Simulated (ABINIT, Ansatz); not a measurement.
## CaZnC2O6 (R-3): G0W0 on several meshes in ABINIT

How does the mesh move the gap of CaZnC2O6 (R-3)?

Method: LDA and many-body steps on it, plane waves, in ABINIT 10.8.3.

## (1) The structure

The structure is trigonal, space group R-3 (No. 148). Conventional cell: a = 4.866 Å, b = 4.866 Å, c = 16.332 Å, α = 90.00°, β = 90.00°, γ = 120.00°. Ca has 6 O at 2.40 Å nearest. Nearest to Zn lie 6 O at 2.13 Å. Nearest to C lie 3 O at 1.30 Å. Nearest to O lie 1 C at 1.30 Å and 1 Zn at 2.13 Å and 1 Ca at 2.40 Å. Farther neighbours and most contacts between anions are not listed.

As a file:

```cif
data_structure
_symmetry_space_group_name_H-M 'P 1'
_symmetry_Int_Tables_number 1
_cell_length_a 6.1262
_cell_length_b 6.1262
_cell_length_c 6.1262
_cell_angle_alpha 46.800
_cell_angle_beta 46.800
_cell_angle_gamma 46.800
_cell_volume 111.64
loop_
_atom_site_label
_atom_site_type_symbol
_atom_site_fract_x
_atom_site_fract_y
_atom_site_fract_z
_atom_site_occupancy
Ca1 Ca 0.00000 0.00000 0.00000 1
Zn2 Zn 0.50000 0.50000 0.50000 1
C3 C 0.24254 0.24254 0.24254 1
C4 C 0.75746 0.75746 0.75746 1
O5 O 0.49475 0.96409 0.27357 1
O6 O 0.96409 0.27357 0.49475 1
O7 O 0.27357 0.49475 0.96409 1
O8 O 0.50525 0.03591 0.72643 1
O9 O 0.03591 0.72643 0.50525 1
O10 O 0.72643 0.50525 0.03591 1
```

The cell and positions are those that the Materials Project relaxed with its own functionals (PBE, PBE+U or r2SCAN), kept fixed.

## (2) Empty states on the mesh, 2×2×2 mesh, 238 bands

This step: ABINIT 10.8.3; DFT, LDA, plane waves, norm-conserving pseudopotentials.

The sums over transitions need many empty states on a uniform mesh; this step solves for them.

run.abi reads:

```
acell 3*1.0 Angstrom
rprim 
  2.433014964130 1.404701844483 5.444039263300
  -2.433014964130 1.404701844483 5.444039263300
  0.000000000000 -2.809403688966 5.444039263300
ntypat 4
znucl 20 30 6 8
natom 10
typat 1 2 3 3 4 4 4 4 4 4
xred 
  0.000000000000 0.000000000000 0.000000000000
  0.500000000000 0.500000000000 0.500000000000
  0.242541000000 0.242541000000 0.242541000000
  0.757459000000 0.757459000000 0.757459000000
  0.494747000000 0.964090000000 0.273567000000
  0.964090000000 0.273567000000 0.494747000000
  0.273567000000 0.494747000000 0.964090000000
  0.505253000000 0.035910000000 0.726433000000
  0.035910000000 0.726433000000 0.505253000000
  0.726433000000 0.505253000000 0.035910000000
pp_dirpath "pseudos"
pseudos "Ca.upf, Zn.upf, C.upf, O.upf"
ecut 37
ngkpt 2 2 2
nshiftk 1
shiftk 0 0 0
kptopt 1
chksymbreak 0
iscf -2
irdden 1
istwfk *1
nband 238
nbdbuf 20
tolwfr 1e-09
nstep 60
prtvol 0
indata_prefix "in"
outdata_prefix "out"
tmpdata_prefix "tmp"
```

Command:

```
OMP_NUM_THREADS=1 mpirun -n 4 abinit run.abi > log
```

Numbers of over 12 decimals in the logs are rounded to 6 here.

The program printed:

```text
.Version 10.8.3 of ABINIT. v10.8.2 released Aug 2026.

 Symmetries : space group R-3 (#148); Bravais hR (rhombohedral)
[... echo of the input left out ...]
== DATASET  1 ==================================================================
-   mpi_nproc: 4, omp_nthreads: 1 (-1 if OMP is not activated)

--- !DatasetInfo
iteration_state: {dtset: 1, }
dimensions: {natom: 10, nkpt: 4, mband: 238, nsppol: 1, nspinor: 1, nspden: 1, mpw: 8140, }
cutoff_energies: {ecut:  37.0, pawecutdg:  -1.0, }
[...]
2.76179    2.76179    2.76978    2.77543    2.77543    2.79991    2.79991    2.80583
   2.81738    2.81738    2.86559    2.86559    2.87124    2.87124    2.90330    2.91080
   2.92840    2.92844    2.95779    2.96162    2.99547    3.00881
 prteigrs : prtvol=0 or 1, do not print more k-points.

== END DATASET(S) ==============================================================
================================================================================

 -outvars: echo values of variables after computation  --------
            nband         238
             nkpt           4
          spgroup         148
 [... the other variables as echoed above ...]

 Calculation completed.
```

Run time: 2.5 min. Hardware: 4 MPI ranks of Arm Neoverse N1, shared host; peak memory 0.57 GiB; 10 min of CPU time.

Numbers from this step:

```yaml
gap: 3.804 eV
k_of_the_valence_top: 0.5, 0, 0
k_of_the_conduction_bottom: 0.5, 0.5, 0.5
least_direct_gap: 4.850 eV
k_points_computed: 4
lowest_point_of_the_top_converged_band_above_the_valence_top: 72.9167 eV
```

On this mesh the gap is 3.804 eV.

The density comes from a self-consistent run that is not shown.

## (3) Screening, 2×2×2 mesh, 110 bands, screening to 114.3 eV

The RPA dielectric matrix is built and inverted for each q.

This step: RPA screening on LDA, plane waves, norm-conserving pseudopotentials.

Edit run.abi of step 2 so:

```diff
@@ -28,10 +28,11 @@
 chksymbreak 0
-iscf -2
-irdden 1
 istwfk *1
-nband 238
-nbdbuf 20
-tolwfr 1e-09
-nstep 60
-prtvol 0
+occopt 1
+irdwfk 1
+optdriver 3
+nband 110
+ecuteps 4.2
+inclvkb 2
+awtr 1
+symchi 1
 indata_prefix "in"
```

The program printed:

```text
.Version 10.8.3 of ABINIT. v10.8.2 released Aug 2026.

 Symmetries : space group R-3 (#148); Bravais hR (rhombohedral)
[... echo of the input left out ...]
== DATASET  1 ==================================================================
-   mpi_nproc: 4, omp_nthreads: 1 (-1 if OMP is not activated)

--- !DatasetInfo
iteration_state: {dtset: 1, }
dimensions: {natom: 10, nkpt: 4, mband: 110, nsppol: 1, nspinor: 1, nspden: 1, mpw: 8140, }
cutoff_energies: {ecut:  37.0, pawecutdg:  -1.0, }
electrons: {nelect:   7.40000000E+01, charge:   0.00000000E+00, occopt:   1.00000000E+00, tsmear:   1.00000000E-02, }

 SCREENING: Calculation of the susceptibility and dielectric matrices

 Based on a program developped by R.W. Godby, V. Olevano, G. Onida, and L. Reining.
 Incorporated in ABINIT by V. Olevano, G.-M. Rignanese, and M. Torrent.
.Using double precision arithmetic ; gwpc =  8

[... cell and pseudopotentials left out ...]
--------------------------------------------------------------------------------

 ==== K-mesh for the wavefunctions ====
 Number of points in the irreducible wedge :     4
[... list of points left out ...]
 Together with  6 symmetry operations and time-reversal symmetry
 yields     8 points in the full Brillouin Zone.

 ==== Q-mesh for the screening function ====
 Number of points in the irreducible wedge :     4
[... list of points left out ...]
 Together with  6 symmetry operations and time-reversal symmetry
 yields     8 points in the full Brillouin Zone.

 setmesh: FFT mesh size selected  =    45x   45x   45
          total number of points  =        91125

 vcoul_init : cutoff-mode = AUXILIARY_FUNCTION
 q-points for optical limit:   1
     1)      0.000010    0.000020    0.000030

- screening: taking advantage of time-reversal symmetry
- Maximum band index for partially occupied states nbvw = 37
- Remaining bands to be divided among processors   nbcw = 73
- Number of bands treated by each node ~18

 Number of electrons calculated from density =   74.0000; Expected =   74.0000
 average of density, n =  0.098228
 r_s =    1.3445
 omega_plasma =   30.2324 [eV]

 calculating chi0 at frequencies [eV] :
  1    0.000000E+00    0.000000E+00
  2    0.000000E+00    3.023239E+01

--------------------------------------------------------------------------------
  q-point number  1        q = ( 0.000000, 0.000000, 0.000000) [r.l.u.]
--------------------------------------------------------------------------------
[... chi0 elements left out ...]
 For q-point:  0.000010 0.000020 0.000030
  dielectric constant =   2.9539
  dielectric constant without local fields =   3.2701

  Average fulfillment of the sum rule on Im[epsilon] for q-point    1 :     34.66  [%]
[... wings left out ...]
  q-point number  2        q = ( 0.500000, 0.000000, 0.000000) [r.l.u.]
--------------------------------------------------------------------------------
[... chi0 elements left out ...]
  Average fulfillment of the sum rule on Im[epsilon] for q-point    2 :     40.11  [%]

 [... 2 further q-points ...]
```

Elapsed: 1.7 min, on 4 MPI ranks; peak memory 2 GiB.

This step gave:

| Item | Value |
| --- | --- |
| ε∞ with local fields, on this mesh, along the program's q direction | 2.954 |
| the same without local fields | 3.270 |
| plasma frequency | 30.23 eV |
| plane waves in the screening matrix | 309 |

Local fields lower ε∞ by 10 %. On a Γ-centred mesh this coarse the value itself is usually too large, while a short band sum pulls it down.

## (4) 2×2×2

The self-energy is evaluated for the states that the input lists, and the levels follow from it, in one-shot runs by the linearised quasiparticle equation.

This step: G0W0 on LDA, plane waves, norm-conserving pseudopotentials.

Edit run.abi of step 3 so:

```diff
@@ -31,8 +31,19 @@
 irdwfk 1
-optdriver 3
+optdriver 4
 nband 110
+gwcalctyp 0
+ecutsigx 37
+symsigma 1
+nkptgw 3
+kptgw 
+  0.5000000000 0.0000000000 0.0000000000
+  0.5000000000 0.5000000000 0.5000000000
+  0.0000000000 0.0000000000 0.0000000000
+bdgw 
+  36 39
+  36 39
+  35 39
 ecuteps 4.2
-inclvkb 2
-awtr 1
-symchi 1
+irdscr 1
+ppmodel 1
 indata_prefix "in"
```

The program printed:

```text
.Version 10.8.3 of ABINIT. v10.8.2 released Aug 2026.

 Symmetries : space group R-3 (#148); Bravais hR (rhombohedral)
[... echo of the input left out ...]
== DATASET  1 ==================================================================
-   mpi_nproc: 4, omp_nthreads: 1 (-1 if OMP is not activated)

--- !DatasetInfo
iteration_state: {dtset: 1, }
dimensions: {natom: 10, nkpt: 4, mband: 110, nsppol: 1, nspinor: 1, nspden: 1, mpw: 8140, }
cutoff_energies: {ecut:  37.0, pawecutdg:  -1.0, }
electrons: {nelect:   7.40000000E+01, charge:   0.00000000E+00, occopt:   1.00000000E+00, tsmear:   1.00000000E-02, }

 SIGMA: Calculation of the GW corrections

 Based on a program developped by R.W. Godby, V. Olevano, G. Onida, and L. Reining.
 Incorporated in ABINIT by V. Olevano, G.-M. Rignanese, and M. Torrent.
.Using double precision arithmetic ; gwpc =  8

[... cell and pseudopotentials left out ...]
--------------------------------------------------------------------------------

 ==== K-mesh for the wavefunctions ====
 Number of points in the irreducible wedge :     4
[... list of points left out ...]
 Together with  6 symmetry operations and time-reversal symmetry
 yields     8 points in the full Brillouin Zone.

 ==== Q-mesh for screening function ====
 Number of points in the irreducible wedge :     4
[... list of points left out ...]
 Together with  6 symmetry operations and time-reversal symmetry
 yields     8 points in the full Brillouin Zone.

 vcoul_init : cutoff-mode = AUXILIARY_FUNCTION
 q-points for optical limit:   1
     1)      0.000010    0.000020    0.000030
 setmesh: FFT mesh size selected  =    64x   64x   64
          total number of points  =       262144

 Number of electrons calculated from density =   74.0000; Expected =   74.0000
 average of density, n =  0.098228
 r_s =    1.3445
 omega_plasma =   30.2324 [eV]

 === KS Band Gaps ===
  >>>> For spin  1
   Minimum direct gap =   4.8496 [eV], located at k-point      :   0.5000  0.5000  0.5000
   Fundamental gap    =   3.8039 [eV], Top of valence bands at :   0.5000  0.0000  0.0000
                                       Bottom of conduction at :   0.5000  0.5000  0.5000
 SIGMA fundamental parameters:
 PLASMON POLE MODEL  1
 number of plane-waves for SigmaX                 8081
 number of plane-waves for SigmaC and W            309
 number of plane-waves for wavefunctions          8081
 number of bands                                   110
 number of independent spin polarizations            1
 number of spinorial components                      1
 number of k-points in IBZ                           4
 number of q-points in IBZ                           4
 number of symmetry operations                       6
 number of k-points in BZ                            8
 number of q-points in BZ                            8
 number of frequencies for dSigma/dE                 9
 frequency step for dSigma/dE [eV]                0.25
 number of omega for Sigma on real axis              0
 max omega for Sigma on real axis  [eV]           0.00
 zcut for avoiding poles [eV]                     0.10

 EPSILON^-1 parameters (SCR file):
 dimension of the eps^-1 matrix on file            309
 dimension of the eps^-1 matrix used               309
 number of plane-waves for wavefunctions          8081
 number of bands                                   110
 number of q-points in IBZ                           4
 number of frequencies                               2
 number of real frequencies                          1
 number of imag frequencies                          1

 matrix elements of self-energy operator (all in [eV])

 Perturbative Calculation

--- !SelfEnergy_ee
iteration_state: {dtset: 1, }
kpoint     : [   0.500,    0.000,    0.000, ]
spin       : 1
KS_gap     :    5.021
QP_gap     :    8.316
Delta_QP_KS:    3.294
data: !SigmaeeData |
     Band     E0 <VxcDFT>   SigX SigC(E0)      Z dSigC/dE  Sig(E)    E-E0       E
       36   1.702 -19.684 -25.006   4.733   0.809  -0.236 -20.161  -0.476   1.225
       37   2.236 -21.296 -26.816   4.864   0.810  -0.234 -21.828  -0.531   1.704
       38   7.257 -15.772  -9.754  -2.713   0.836  -0.196 -13.010   2.763  10.020
       39   7.609 -16.698 -10.791  -2.644   0.831  -0.203 -13.986   2.712  10.321

--- !SelfEnergy_ee
iteration_state: {dtset: 1, }
kpoint     : [   0.500,    0.500,    0.500, ]
spin       : 1
KS_gap     :    4.850
QP_gap     :    7.935
Delta_QP_KS:    3.085
data: !SigmaeeData |
     Band     E0 <VxcDFT>   SigX SigC(E0)      Z dSigC/dE  Sig(E)    E-E0       E
       36   1.190 -22.830 -28.193   4.556   0.813  -0.229 -23.487  -0.656   0.534
       37   1.190 -22.830 -28.193   4.556   0.813  -0.229 -23.487  -0.656   0.534
[...]
--- !SelfEnergy_ee
iteration_state: {dtset: 1, }
kpoint     : [   0.000,    0.000,    0.000, ]
spin       : 1
KS_gap     :    4.892
QP_gap     :    7.839
Delta_QP_KS:    2.947
data: !SigmaeeData |
     Band     E0 <VxcDFT>   SigX SigC(E0)      Z dSigC/dE  Sig(E)    E-E0       E
[...]
37   1.457 -19.250 -24.705   4.741   0.809  -0.236 -19.828  -0.578   0.879
       38   6.349 -15.288  -9.771  -2.722   0.848  -0.179 -12.918   2.370   8.719
       39   7.290 -16.269 -10.633  -2.449   0.830  -0.205 -13.623   2.646   9.936

== END DATASET(S) ==============================================================
================================================================================

 -outvars: echo values of variables after computation  --------
           etotal      0.0000000000E+00
            nband         110
             nkpt           4
          spgroup         148
 [... the other variables as echoed above ...]

 Calculation completed.
```

It took 29 s on 4 MPI ranks; peak memory 1.4 GiB; 1.9 min of CPU time.

This step gave:

```
G0W0 gap on the points computed              : 6.765 eV
starting gap on the mesh                     : 3.804 eV
k of the valence top                         : 0.5, 0, 0
k of the conduction bottom                   : 0.5, 0.5, 0.5
Z at the valence top                         : 0.81
Z at the conduction bottom                   : 0.848
least direct G0W0 gap on the computed points : 7.84 eV
```

The gap on the mesh goes from 3.80 eV to 6.76 eV, a correction of +2.96 eV.

## (5) Empty states on the mesh, 4×4×4 mesh, 120 bands

This step: DFT, LDA, plane waves, norm-conserving pseudopotentials.

Edit run.abi of step 4 so:

```diff
@@ -23,3 +23,3 @@
 ecut 37
-ngkpt 2 2 2
+ngkpt 4 4 4
 nshiftk 1
@@ -28,22 +28,10 @@
 chksymbreak 0
+iscf -2
+irdden 1
 istwfk *1
-occopt 1
-irdwfk 1
-optdriver 4
-nband 110
-gwcalctyp 0
-ecutsigx 37
-symsigma 1
-nkptgw 3
-kptgw 
-  0.5000000000 0.0000000000 0.0000000000
-  0.5000000000 0.5000000000 0.5000000000
-  0.0000000000 0.0000000000 0.0000000000
-bdgw 
-  36 39
-  36 39
-  35 39
-ecuteps 4.2
-irdscr 1
-ppmodel 1
+nband 120
+nbdbuf 10
+tolwfr 1e-09
+nstep 60
+prtvol 0
 indata_prefix "in"
```

The program printed:

```text
.Version 10.8.3 of ABINIT. v10.8.2 released Aug 2026.

 Symmetries : space group R-3 (#148); Bravais hR (rhombohedral)
[... echo of the input left out ...]
== DATASET  1 ==================================================================
-   mpi_nproc: 4, omp_nthreads: 1 (-1 if OMP is not activated)

--- !DatasetInfo
iteration_state: {dtset: 1, }
dimensions: {natom: 10, nkpt: 14, mband: 120, nsppol: 1, nspinor: 1, nspden: 1, mpw: 8140, }
cutoff_energies: {ecut:  37.0, pawecutdg:  -1.0, }
[...]
1.40504    1.40504    1.43537    1.46018    1.46018    1.49174    1.49174    1.51453
   1.52631    1.52936    1.52936    1.59575    1.60052    1.60182    1.60359    1.61090
 prteigrs : prtvol=0 or 1, do not print more k-points.

== END DATASET(S) ==============================================================
================================================================================

 -outvars: echo values of variables after computation  --------
            nband         120
             nkpt          14
          spgroup         148
 [... the other variables as echoed above ...]

 Calculation completed.
```

Wall time 3.4 min (4 MPI ranks); peak memory 0.6 GiB; 14 min of CPU time.

This step gave:

| Quantity | Value |
| --- | --- |
| gap | 3.804 eV |
| k of the valence top | 0.5, 0, 0 |
| k of the conduction bottom | 0.5, 0.5, 0.5 |
| least direct gap | 4.816 eV |
| k points computed | 14 |
| lowest point of the top converged band, above the valence top | 37.89 eV |

On this mesh the gap is 3.804 eV.

## (6) Screening, 4×4×4 mesh, 110 bands, screening to 114.3 eV

This step: RPA screening on LDA, plane waves, norm-conserving pseudopotentials.

Edit run.abi of step 5 so:

```diff
@@ -28,10 +28,11 @@
 chksymbreak 0
-iscf -2
-irdden 1
 istwfk *1
-nband 120
-nbdbuf 10
-tolwfr 1e-09
-nstep 60
-prtvol 0
+occopt 1
+irdwfk 1
+optdriver 3
+nband 110
+ecuteps 4.2
+inclvkb 2
+awtr 1
+symchi 1
 indata_prefix "in"
```

The program printed:

```text
.Version 10.8.3 of ABINIT. v10.8.2 released Aug 2026.

 Symmetries : space group R-3 (#148); Bravais hR (rhombohedral)
[... echo of the input left out ...]
== DATASET  1 ==================================================================
-   mpi_nproc: 4, omp_nthreads: 1 (-1 if OMP is not activated)

--- !DatasetInfo
iteration_state: {dtset: 1, }
dimensions: {natom: 10, nkpt: 14, mband: 110, nsppol: 1, nspinor: 1, nspden: 1, mpw: 8140, }
cutoff_energies: {ecut:  37.0, pawecutdg:  -1.0, }
electrons: {nelect:   7.40000000E+01, charge:   0.00000000E+00, occopt:   1.00000000E+00, tsmear:   1.00000000E-02, }

 SCREENING: Calculation of the susceptibility and dielectric matrices

 Based on a program developped by R.W. Godby, V. Olevano, G. Onida, and L. Reining.
 Incorporated in ABINIT by V. Olevano, G.-M. Rignanese, and M. Torrent.
.Using double precision arithmetic ; gwpc =  8

[... cell and pseudopotentials left out ...]
--------------------------------------------------------------------------------

 ==== K-mesh for the wavefunctions ====
 Number of points in the irreducible wedge :    14
[... list of points left out ...]
 Together with  6 symmetry operations and time-reversal symmetry
 yields    64 points in the full Brillouin Zone.

 ==== Q-mesh for the screening function ====
 Number of points in the irreducible wedge :    14
[... list of points left out ...]
 Together with  6 symmetry operations and time-reversal symmetry
 yields    64 points in the full Brillouin Zone.

 setmesh: FFT mesh size selected  =    45x   45x   45
          total number of points  =        91125

 vcoul_init : cutoff-mode = AUXILIARY_FUNCTION
 q-points for optical limit:   1
     1)      0.000010    0.000020    0.000030

- screening: taking advantage of time-reversal symmetry
- Maximum band index for partially occupied states nbvw = 37
- Remaining bands to be divided among processors   nbcw = 73
- Number of bands treated by each node ~18

 Number of electrons calculated from density =   74.0000; Expected =   74.0000
 average of density, n =  0.098228
 r_s =    1.3445
 omega_plasma =   30.2324 [eV]

 calculating chi0 at frequencies [eV] :
  1    0.000000E+00    0.000000E+00
  2    0.000000E+00    3.023239E+01

--------------------------------------------------------------------------------
  q-point number  1        q = ( 0.000000, 0.000000, 0.000000) [r.l.u.]
--------------------------------------------------------------------------------
[... chi0 elements left out ...]
 For q-point:  0.000010 0.000020 0.000030
  dielectric constant =   2.8958
  dielectric constant without local fields =   3.2106

  Average fulfillment of the sum rule on Im[epsilon] for q-point    1 :     34.66  [%]
[... wings left out ...]
  q-point number  2        q = ( 0.250000, 0.000000, 0.000000) [r.l.u.]
--------------------------------------------------------------------------------
[... chi0 elements left out ...]
  Average fulfillment of the sum rule on Im[epsilon] for q-point    2 :     44.81  [%]

 [... 12 further q-points ...]
```

It took 39 min on 4 MPI ranks; peak memory 5.4 GiB.

This step gave:

- ε∞ with local fields, on this mesh, along the program's q direction: 2.896
- the same without local fields: 3.211
- plasma frequency: 30.23 eV
- plane waves in the screening matrix: 309

(Part 1 of 2 ends here.)

[Paths, hosts, dates, memory and timing lines, banners, echoed tables and standing remarks are left out of the program output.]

[Logs are printed without paths, hosts, clocks, repeated set-up lines and the standing remarks that a program may print on its own settings, such as how far it seeks lower states.]

[Runs of the session that timed out or met a known fault of the program may be left out.]

[Hosts, paths, dates, database ids (printed as entryN), source tags and the programs' standing remarks are cut or masked in the printed files.]

[G0W0 gaps are taken among the corrected bands and points alone; a level outside them can change the order at an edge.]

[Where Ansatz stands beside ABINIT at settings called matched, ABINIT's density can come from a denser mesh and the files from another edition; pairs whose starting gaps differed by over 0.03 eV were left out, so agreement reads better than it is.]
